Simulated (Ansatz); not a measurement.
# Sn4B2CN: relaxing a made-up structure

Starting from a made-up structure for Sn4B2CN, the aim is the relaxed cell, its shortest contacts and, where a second run follows, its electronic structure.

Method: DFT, PBE, plane-wave PAW, files of the set soft_1, scalar-relativistic, no spin, cell and ions relaxed at zero pressure; PAW set soft_1, in the first sound run; inputs show where later runs differ, in Ansatz 0.2.0.

### Step 1. The starting structure

Symmetry: P-3m1, No. 164, trigonal system. The conventional cell has a = 3.179 Å, b = 3.179 Å, c = 14.414 Å, α = 90.00°, β = 90.00°, γ = 120.00°. Sn has 3 C at 2.20 Å nearest. Nearest to Sn lie 3 N at 2.21 Å. Nearest to N lie 6 Sn at 2.21 Å. Nearest to C lie 6 Sn at 2.20 Å. Nearest to B lie 6 Sn at 2.98 to 3.03 Å. Farther neighbours and most contacts between anions are not listed.

### Step 2. Relaxation of the guess

The guessed cell has no reason to be at equilibrium. It is relaxed with the atoms, within the space group of the guess.

Contents of input.yaml:

```yaml
crystal:
  lattice:
    - [3.179, 0.0, 0.0]
    - [-1.5895, 2.753094759, 0.0]
    - [0.0, 0.0, 14.414]
  atoms:
    - { symbol: Sn, position: [0.666666667, 0.333333333, 0.0844] }
    - { symbol: Sn, position: [0.333333333, 0.666666667, 0.9156] }
    - { symbol: Sn, position: [0.333333333, 0.666666667, 0.5851] }
    - { symbol: Sn, position: [0.666666667, 0.333333333, 0.4149] }
    - { symbol: "N", position: [0.0, 0.0, 0.5] }
    - { symbol: C, position: [0.0, 0.0, 0.0] }
    - { symbol: B, position: [0.333333333, 0.666666667, 0.2516] }
    - { symbol: B, position: [0.666666667, 0.333333333, 0.7484] }
kpoints:
  mp_grid: { grid: [10, 10, 2] }
scf:
  occupations: { method: fermi_dirac, width: 0.05 }
hamiltonian:
  xc: pbe
  pseudopotentials: { kind: paw, azcp: { folder: soft_1 } }
relax:
  f_tol: 0.015
  max_steps: 70
  cell: {}
output:
  forces: true
  stress: true
```

Command:

```
$ ansatz run input.yaml --threads 4 --pin off --max-ram 10240MiB --backend cpu --events-out ev --progress --plain --runs-dir out
```

Numbers of over 12 decimals in the logs are rounded to 6 here.

The program printed:

```text
Engine: ansatz 0.2.0, x86_64-unknown-linux-gnu
Pseudopotentials: kind: paw
Pseudopotential: Sn, paw, valence charge 14, recommended cutoff 420 eV (normal), soft_1/Sn.paw.azcp
Pseudopotential: N, paw, valence charge 5, recommended cutoff 420 eV (normal), soft_1/N.paw.azcp
Pseudopotential: C, paw, valence charge 4, recommended cutoff 420 eV (normal), soft_1/C.paw.azcp
Pseudopotential: B, paw, valence charge 3, recommended cutoff 420 eV (normal), soft_1/B.paw.azcp
Functional definition: PBE
  parameter kappa = 0.804
  parameter beta = 0.066725
  exchange = pbe_x(kappa = kappa, mu = beta*pi^2/3)
  correlation = pbe_c(beta = beta)
Crystal: 8 atoms, lattice volume = 126.153 Å³
Basis set: ecut = 420 eV, 2461 PW (Γ), exchange–correlation on 48×48×200 points (8 copies of the dense FFT grid, shifted against one another)
Bands: 44, of which v1, the nominal top of the filled ones, is band 36 counted from 1 (35 counted from 0)
Symmetry: 12 space group operations
Space group: P-3m1 (ITA 164), of the structure as read, at distance tolerance 5.0e-5 Å
k-points: 28 of 200
Non-local potential: Sn, projectors of the file, l = 0: 2, l = 1: 2, l = 2: 2, l = 3: 1
Non-local potential: N, projectors of the file, l = 0: 2, l = 1: 2, l = 2: 1
Non-local potential: C, projectors of the file, l = 0: 2, l = 1: 2, l = 2: 1
Non-local potential: B, projectors of the file, l = 0: 2, l = 1: 2, l = 2: 1
PAW form: soft (Blöchl's): semilocal exchange-correlation on the pseudo side does not see the compensation charge
PAW one-centre angular grid: Sn, 590 points (default); XC on 64 Gauss nodes
PAW one-centre angular grid: N, 110 points (default); XC on 64 Gauss nodes
PAW one-centre angular grid: C, 110 points (default); XC on 64 Gauss nodes
PAW one-centre angular grid: B, 110 points (default); XC on 64 Gauss nodes
Initial density: superposition of atomic densities (chi_scale 0.1, normalization cell, long waves 96 % of neutral atoms (reshape's long-wave potential 1.96 eV rms, cloud 2.15 Å wide))
Initial wavefunctions: pseudopotential atomic-orbital guess
Functional: x = pbe(κ = 0.804, μ = 0.219515), c = pbe(β = 0.066725)
SCF iter   1: F=—  HF=-25032.068289 eV  |F-HF|=—  |Δ(HF+E_count)|=         —  Δρ=6.06e-2  dr2=1.36e1  ethr=3.10e-3  ⟨swp⟩=6.6  Hψ=4841  notcnv=0
preconditioner: auto → Kerker (q_TF=auto, 2.479 Å⁻¹)  [metal: Δε(μ)=0.038 eV  Ē_g=17.206 eV  σ=0.050 eV  W_gap=0.19  n_scr=40 (ndim 8)  ℏωp=27.9 eV  f_vac=0.000  D(μ)=3.11/eV (n_scr^D=8)]
SCF iter   2: F=—  HF=-25030.341264 eV  |F-HF|=—  |Δ(HF+E_count)|=    1.73e0  Δρ=2.33e-2  dr2=3.96e0  ethr=3.10e-3  ⟨swp⟩=2.6  Hψ=2107  notcnv=0  defer=45
SCF iter   3: F=—  HF=-25029.995259 eV  |F-HF|=—  |Δ(HF+E_count)|=   3.46e-1  Δρ=9.74e-3  dr2=7.64e-1  ethr=3.10e-3  ⟨swp⟩=2.2  Hψ=1641  notcnv=0  defer=43
SCF iter   4: F=—  HF=-25029.931405 eV  |F-HF|=—  |Δ(HF+E_count)|=   6.39e-2  Δρ=3.86e-3  dr2=1.14e-1  ethr=1.08e-3  ⟨swp⟩=2.2  Hψ=1647  notcnv=0  defer=42
SCF iter   5: F=—  HF=-25029.924340 eV  |F-HF|=—  |Δ(HF+E_count)|=   7.06e-3  Δρ=1.83e-3  dr2=4.69e-3  ethr=1.60e-4  ⟨swp⟩=2.1  Hψ=1499  notcnv=0  defer=42
SCF iter   6: F=—  HF=-25029.923898 eV  |F-HF|=—  |Δ(HF+E_count)|=   4.42e-4  Δρ=4.29e-4  dr2=6.59e-4  ethr=6.61e-6  ⟨swp⟩=2.5  Hψ=2110  notcnv=0  defer=42
SCF iter   7: F=—  HF=-25029.923897 eV  |F-HF|=—  |Δ(HF+E_count)|=   5.26e-7  Δρ=1.01e-4  dr2=1.66e-5  ethr=9.28e-7  ⟨swp⟩=1.4  Hψ=1205  notcnv=0  defer=42
SCF iter   8: F=—  HF=-25029.923925 eV  |F-HF|=—  |Δ(HF+E_count)|=   2.72e-5  Δρ=3.24e-5  dr2=2.57e-6  ethr=2.34e-8  ⟨swp⟩=2.0  Hψ=2156  notcnv=0  defer=42
SCF iter   9: F=—  HF=-25029.923925 eV  |F-HF|=—  |Δ(HF+E_count)|=   4.05e-8  Δρ=1.25e-5  dr2=3.51e-7  ethr=3.61e-9  ⟨swp⟩=2.9  Hψ=2268  notcnv=0  defer=42
SCF iter  10: F=-25029.923925 eV  HF=-25029.923925 eV  |F-HF|=3.91e-8  |Δ(HF+E_count)|=   5.29e-8  Δρ=4.47e-6  dr2=5.60e-8  ethr=1.41e-10  ⟨swp⟩=5.0  Hψ=4600  notcnv=0
SCF 1 converged in 10 iterations: F = -25029.923925 eV  dr2 = 5.60e-8
  greatest PAW one-centre occupation: 0.993 electrons in one spin orbital (limit 2), on the Sn atom at site 3 (counted from 0), in its partial waves of l = 2
relax step   1: F+E_penalty+E_count = -25029.92392459 eV  Δ(F+E_penalty+E_count) = +0.000e0 eV  max|allowed force component| = 6.081e0 eV/Å  Δτ_max = 0.0000 Å  P = +22.830 GPa  Ω = 126.153 Å³  (10 SCF iters, dr2 threshold 1.00e-7 eV, accepted)
Crystal: 8 atoms, lattice volume = 132.263 Å³
Basis set: ecut = 420 eV, 2641 PW (Γ), exchange–correlation on 48×48×200 points (8 copies of the dense FFT grid, shifted against one another)
Initial density: handed on by an earlier stage of this run
Initial wavefunctions: those handed on with the density
iter 1 solved again at ethr=1.00e-3 eV; its pass at ethr=3.10e-3 eV (dr2=7.10e-1 eV) is discarded
SCF iter   1: F=—  HF=-25033.019854 eV  |F-HF|=—  |Δ(HF+E_count)|=         —  Δρ=2.01e-2  dr2=7.24e-1  ethr=1.00e-3  ⟨swp⟩=1.1  Hψ=6870  notcnv=0
preconditioner: auto → Kerker (q_TF=auto, 2.460 Å⁻¹)  [metal: Δε(μ)=0.011 eV  Ē_g=17.146 eV  σ=0.050 eV  W_gap=0.05  n_scr=40 (ndim 8)  ℏωp=27.2 eV  f_vac=0.000  D(μ)=2.63/eV (n_scr^D=8)]
SCF iter   2: F=—  HF=-25032.924065 eV  |F-HF|=—  |Δ(HF+E_count)|=   9.58e-2  Δρ=6.77e-3  dr2=1.24e-1  ethr=1.00e-3  ⟨swp⟩=2.0  Hψ=1725  notcnv=0
SCF iter   3: F=—  HF=-25032.918172 eV  |F-HF|=—  |Δ(HF+E_count)|=   5.89e-3  Δρ=3.72e-3  dr2=4.56e-2  ethr=1.75e-4  ⟨swp⟩=1.5  Hψ=1357  notcnv=0  defer=6
SCF iter   4: F=—  HF=-25032.914211 eV  |F-HF|=—  |Δ(HF+E_count)|=   3.96e-3  Δρ=1.72e-3  dr2=1.61e-2  ethr=6.43e-5  ⟨swp⟩=2.0  Hψ=1757  notcnv=0  defer=11
SCF iter   5: F=—  HF=-25032.912662 eV  |F-HF|=—  |Δ(HF+E_count)|=   1.55e-3  Δρ=5.19e-4  dr2=6.07e-4  ethr=2.26e-5  ⟨swp⟩=1.6  Hψ=1315  notcnv=0  defer=11
SCF iter   6: F=—  HF=-25032.912710 eV  |F-HF|=—  |Δ(HF+E_count)|=   4.78e-5  Δρ=1.39e-4  dr2=4.33e-5  ethr=8.54e-7  ⟨swp⟩=2.8  Hψ=2198  notcnv=0  defer=11
SCF iter   7: F=—  HF=-25032.912706 eV  |F-HF|=—  |Δ(HF+E_count)|=   4.47e-6  Δρ=3.68e-5  dr2=5.48e-6  ethr=6.09e-8  ⟨swp⟩=2.8  Hψ=2242  notcnv=0  defer=11
SCF iter   8: F=—  HF=-25032.912706 eV  |F-HF|=—  |Δ(HF+E_count)|=   1.93e-8  Δρ=1.81e-5  dr2=1.21e-6  ethr=1.13e-9  ⟨swp⟩=5.0  Hψ=4602  notcnv=0
SCF iter   9: F=-25032.912705 eV  HF=-25032.912706 eV  |F-HF|=8.43e-8  |Δ(HF+E_count)|=   9.06e-8  Δρ=5.65e-6  dr2=1.08e-7  ethr=1.13e-9  ⟨swp⟩=4.3  Hψ=3749  notcnv=0
SCF 2 converged in 9 iterations: F = -25032.912705 eV  dr2 = 1.08e-7
[...]
SCF iter   8: F=-25033.957995 eV  HF=-25033.957995 eV  |F-HF|=5.13e-8  |Δ(HF+E_count)|=   4.71e-8  Δρ=3.36e-6  dr2=6.63e-8  ethr=1.13e-9  ⟨swp⟩=4.1  Hψ=3731  notcnv=0
SCF 3 converged in 8 iterations: F = -25033.957995 eV  dr2 = 6.63e-8
relax step   3: F+E_penalty+E_count = -25033.95799459 eV  Δ(F+E_penalty+E_count) = -1.045e0 eV  max|allowed force component| = 1.318e0 eV/Å  Δτ_max = 0.0970 Å  P = -1.103 GPa  Ω = 132.658 Å³  energy of the carried Pulay correction = -3.366e-3 eV  (8 SCF iters, dr2 threshold 8.00e-7 eV, accepted)
[... from here on, the SCF cycles and remarks between the steps are left out ...]
relax step   4: F+E_penalty+E_count = -25034.83684391 eV  Δ(F+E_penalty+E_count) = -8.788e-1 eV  max|allowed force component| = 1.052e0 eV/Å  Δτ_max = 0.0981 Å  P = -2.432 GPa  Ω = 128.883 Å³  energy of the carried Pulay correction = -1.434e-3 eV  (8 SCF iters, dr2 threshold 8.00e-7 eV, accepted)
relax step   5: F+E_penalty+E_count = -25035.45802848 eV  Δ(F+E_penalty+E_count) = -6.212e-1 eV  max|allowed force component| = 7.977e-1 eV/Å  Δτ_max = 0.0908 Å  P = -1.318 GPa  Ω = 123.400 Å³  energy of the carried Pulay correction = +1.477e-3 eV  (8 SCF iters, dr2 threshold 8.00e-7 eV, accepted)
relax step   6: F+E_penalty+E_count = -25035.62612063 eV  Δ(F+E_penalty+E_count) = -1.681e-1 eV  max|allowed force component| = 3.245e-1 eV/Å  Δτ_max = 0.0923 Å  P = +2.288 GPa  Ω = 117.873 Å³  energy of the carried Pulay correction = +4.544e-3 eV  (8 SCF iters, dr2 threshold 8.00e-7 eV, accepted)
relax step   7: F+E_penalty+E_count = -25035.65749045 eV  Δ(F+E_penalty+E_count) = -3.137e-2 eV  max|allowed force component| = 2.667e-1 eV/Å  Δτ_max = 0.0400 Å  P = -0.692 GPa  Ω = 121.408 Å³  energy of the carried Pulay correction = +2.567e-3 eV  (7 SCF iters, dr2 threshold 8.00e-7 eV, accepted)
relax step   8: F+E_penalty+E_count = -25035.64635605 eV  Δ(F+E_penalty+E_count) = +1.113e-2 eV  max|allowed force component| = 4.696e-1 eV/Å  Δτ_max = 0.0603 Å  P = -0.636 GPa  Ω = 120.832 Å³  energy of the carried Pulay correction = +2.885e-3 eV  (6 SCF iters, dr2 threshold 8.00e-7 eV, rejected (line search))
relax step   9: F+E_penalty+E_count = -25035.66706763 eV  Δ(F+E_penalty+E_count) = -9.577e-3 eV  max|allowed force component| = 8.991e-3 eV/Å  Δτ_max = 0.0228 Å  P = -0.019 GPa  Ω = 120.368 Å³  energy of the carried Pulay correction = +3.143e-3 eV  (10 SCF iters, accepted)
relax step  10: F+E_penalty+E_count = -25035.67761787 eV  Δ(F+E_penalty+E_count) = -1.055e-2 eV  max|allowed force component| = 8.567e-3 eV/Å  Δτ_max = 0.0000 Å  P = +0.087 GPa  Ω = 120.368 Å³  stress off target by 1.39e-1 GPa  SCF on the basis re-selected at this cell (its energy is not comparable with the rows above)  (7 SCF iters)
relax step  11: F+E_penalty+E_count = -25035.67759866 eV  Δ(F+E_penalty+E_count) = +1.921e-5 eV  max|allowed force component| = 8.994e-3 eV/Å  Δτ_max = 0.0010 Å  P = -0.025 GPa  Ω = 120.497 Å³  energy of the carried Pulay correction = -7.493e-5 eV  (6 SCF iters, dr2 threshold 4.86e-8 eV, accepted)
iter 1 solved again at ethr=2.20e-7 eV; its pass at ethr=3.10e-3 eV (dr2=1.56e-4 eV) is discarded
SCF iter   1: F=—  HF=-25035.677647 eV  |F-HF|=—  |Δ(HF+E_count)|=         —  Δρ=2.70e-5  dr2=2.27e-8  ethr=2.20e-7  ⟨swp⟩=3.0  Hψ=8122  notcnv=0
eigensolver tolerance schedule: the retry pair's looser diagonalisation over-reported the residual by 6890.26 of it (diagonalisation noise at 0.96 of the residual, at the tolerance the schedule requests for it); recorded, not acted on — ethr = c·dr2/N_el stays at c = 1.0e-1
preconditioner: auto → Kerker (q_TF=auto, 2.498 Å⁻¹)  [metal: Δε(μ)=0.010 eV  Ē_g=17.737 eV  σ=0.050 eV  W_gap=0.05  n_scr=38 (ndim 8)  ℏωp=28.5 eV  f_vac=0.000  D(μ)=2.30/eV (n_scr^D=6)]
SCF iter   2: F=—  HF=-25035.677674 eV  |F-HF|=—  |Δ(HF+E_count)|=   2.70e-5  Δρ=1.37e-5  dr2=6.33e-9  ethr=3.20e-11  ⟨swp⟩=3.7  Hψ=3246  notcnv=0
SCF iter   3: F=—  HF=-25035.677675 eV  |F-HF|=—  |Δ(HF+E_count)|=   1.33e-6  Δρ=3.70e-6  dr2=7.87e-10  ethr=8.91e-12  ⟨swp⟩=2.0  Hψ=2209  notcnv=0
SCF iter   4: F=—  HF=-25035.677675 eV  |F-HF|=—  |Δ(HF+E_count)|=   1.03e-7  Δρ=2.51e-7  dr2=1.53e-10  ethr=1.11e-12  ⟨swp⟩=1.0  Hψ=1232  notcnv=0
iter 5 did not close the SCF: its close was put off for the readings that it lacked (scf_convergence_deferred on its scf_iter line)
SCF iter   5: F=-25035.677675 eV  HF=-25035.677675 eV  |F-HF|=2.18e-11  |Δ(HF+E_count)|=  5.82e-11  Δρ=7.22e-8  dr2=2.91e-11  ethr=1.00e-12  ⟨swp⟩=1.0  Hψ=1232  notcnv=0
SCF iter   6: F=-25035.677675 eV  HF=-25035.677675 eV  |F-HF|=3.64e-12  |Δ(HF+E_count)|=    0.00e0  Δρ=3.97e-8  dr2=4.69e-12  ethr=1.00e-12  ⟨swp⟩=3.0  Hψ=3939  notcnv=0
SCF 12 converged in 6 iterations: F = -25035.677675 eV  dr2 = 4.69e-12
relax step  12: F+E_penalty+E_count = -25035.67767535 eV  Δ(F+E_penalty+E_count) = -7.669e-5 eV  max|allowed force component| = 8.996e-3 eV/Å  Δτ_max = 0.0000 Å  P = -0.024 GPa  Ω = 120.497 Å³  stress off target by 2.43e-2 GPa  SCF on the basis re-selected at this cell (its energy is not comparable with the rows above)  (6 SCF iters)
basis re-selected at this cell: Δ(F+E_penalty+E_count) = -7.669e-5 eV, ΔP = +0.001 GPa vs the last step (what re-selecting the basis moved, of the pressure what is left beyond the Pulay correction that the steps carried, after the strain that the cell walked since its last selection, with what the two solves' SCF thresholds leave and, on support functions, any second-order correction that the steps lacked; it is no m [...]
SCF converged after 6 iterations
Free energy (F): -25035.677675 eV
Harris-Foulkes:  -25035.677675 eV  (|F-HF|=3.64e-12)
Internal energy: -25035.657619 eV  (E = F + TS)
E sigma→0 (E₀):  -25035.667647 eV
Entropy (-TS):   -0.020056 eV (-2.507 meV/atom)
Fermi energy:    12.436482 eV
--- Per-component energies (eV) ---
  E_band       = -150.986714
  E_kinetic    = 965.704171
  E_local      = -3853.868443  (includes V_loc(G=0)·N_el)
  E_nonlocal   = 660.086223
  E_hartree    = 1966.399085
  E_xc         = -670.071804
  E_vxc        = -524.950780  (∫ρ·V_xc dr)
  E_paw        = -17864.512999  (= ΣΔE_a)
  E_vpaw       = -1330.757953  (= ΣTr[D̂ρ^β])
  E_aug_tail   = 0.001958  (compensation charges beyond the density's cutoff)
  E_ewald      = -6239.395812
  E_smearing   = -0.020056  (= −TS)
  E_closure    = 0.000000  (closes the sum)
  Σ components = -25035.677675   (vs F -25035.677675, Δ=0.00e0)
--- Forces (eV/Å), atoms counted from 1 ---
  atom   1  Sn     0.00000000    -0.00000000     0.00081508
  atom   2  Sn    -0.00000000     0.00000000    -0.00081508
  atom   3  Sn     0.00000000     0.00000000    -0.00899616
  atom   4  Sn    -0.00000000    -0.00000000     0.00899616
  atom   5  N      0.00000000    -0.00000000     0.00000000
  atom   6  C      0.00000000     0.00000000     0.00000000
  atom   7  B      0.00000000     0.00000000    -0.00148141
  atom   8  B      0.00000000    -0.00000000     0.00148141
  max |Σ_I F_I| component: 4.63e-18 eV/Å
--- Stress (GPa, compression-positive) ---
       -0.024294      -0.000000      -0.000000
       -0.000000      -0.024294      -0.000000
       -0.000000      -0.000000      -0.023555
  P = ⅓ Tr σ = -0.0240 GPa (-0.240 kbar)
--- Relaxed structure (10 steps of the walk, 9 accepted, 2 SCFs on fresh bases) ---
  F+E_penalty+E_count = -25035.67767535 eV   max|allowed force component| = 8.996e-3 eV/Å   (the final SCF, on the basis selected at the relaxed cell)
  cell:  # Å, volume = 120.4974 Å³
    - [3.408399, 0.0, 0]
    - [-1.704199, 2.951760, 0]
    - [0, 0, 11.976953]
  atoms:
    - { symbol: Sn, position: [0.666667, 0.333333, 0.116381] }
    - { symbol: Sn, position: [0.333333, 0.666667, 0.883619] }
    - { symbol: Sn, position: [0.333333, 0.666667, 0.622434] }
    - { symbol: Sn, position: [0.666667, 0.333333, 0.377566] }
    - { symbol: N, position: [0, 0, 0.500000] }
    - { symbol: C, position: [0, 0, -9.0262425904163e-19] }
    - { symbol: B, position: [0.333333, 0.666667, 0.251516] }
    - { symbol: B, position: [0.666667, 0.333333, 0.748484] }
```

The job ended after 29 s (4 threads of Intel Xeon Platinum 8559C (Emerald Rapids), shared host; peak memory 0.61 GiB; 98 s of CPU time).

This run has no spin polarisation although its electron count is odd.

The steps of the relaxation:

```csv
step,energy less that of the first step (eV),largest force component (eV/Å),pressure (GPa),volume (Å³)
1,0.0000,6.0807,22.83,126.15
2,-2.9888,1.7729,3.84,132.26
3,-4.0341,1.3176,-1.10,132.66
4,-4.9129,1.0524,-2.43,128.88
5,-5.5341,0.7977,-1.32,123.40
6,-5.7022,0.3246,2.29,117.87
7,-5.7336,0.2667,-0.69,121.41
8,-5.7224,0.4696,-0.64,120.83
9,-5.7431,0.0090,-0.02,120.37
10*,-5.7537,0.0086,0.09,120.37
11,-5.7537,0.0090,-0.03,120.50
12*,-5.7537,0.0090,-0.02,120.50
```

Relaxation steps marked * repeat the geometry before them on a plane-wave basis chosen anew for their cell, so energy and pressure can jump there. Relaxation step 8 was tried and not accepted.

Forces are held to the 12 operations that the run works with; a distortion that breaks them can't arise in this run.

```csv
cell as run,before,after,change
a (Å),3.179,3.408,+7.2 %
b (Å),3.179,3.408,+7.2 %
c (Å),14.414,11.977,-16.9 %
volume (Å³/atom),15.77,15.06,-4.5 %
```

The atoms that moved most (Å, as changes of fractional coordinates times the final cell):

```csv
atom,dx,dy,dz,length
Sn4,0.000,0.000,-0.447,0.447
Sn3,0.000,0.000,0.447,0.447
Sn1,0.000,0.000,0.383,0.383
Sn2,0.000,0.000,-0.383,0.383
```

This step gave:

```yaml
free_energy: -25035.6777 eV
energy_at_zero_smearing: -25035.6676 eV
smearing_term_ts: 0.02006 eV
fermi_energy: 12.44 eV
electrons: 71
symmetry_operations: 12
pressure: -0.02405 GPa
```

The shortest distance of each pair, which need not be the same contact before and after:

```csv
pair,guess (Å),relaxed (Å)
C–Sn,2.202,2.411
N–Sn,2.208,2.454
B–Sn,2.985,2.480
Sn–Sn,3.048,3.128
N–N,3.179,3.408
```

The relaxation ends with a largest force component of 0.0090 eV/Å and a pressure of -0.02 GPa.

(Part 1 of 2 ends here.)

[Logs are printed without paths, hosts, clocks, repeated set-up lines and the standing remarks that a program may print on its own settings, such as how far it seeks lower states.]

[Hosts, paths, dates, database ids (printed as entryN), source tags and the programs' standing remarks are cut or masked in the printed files.]
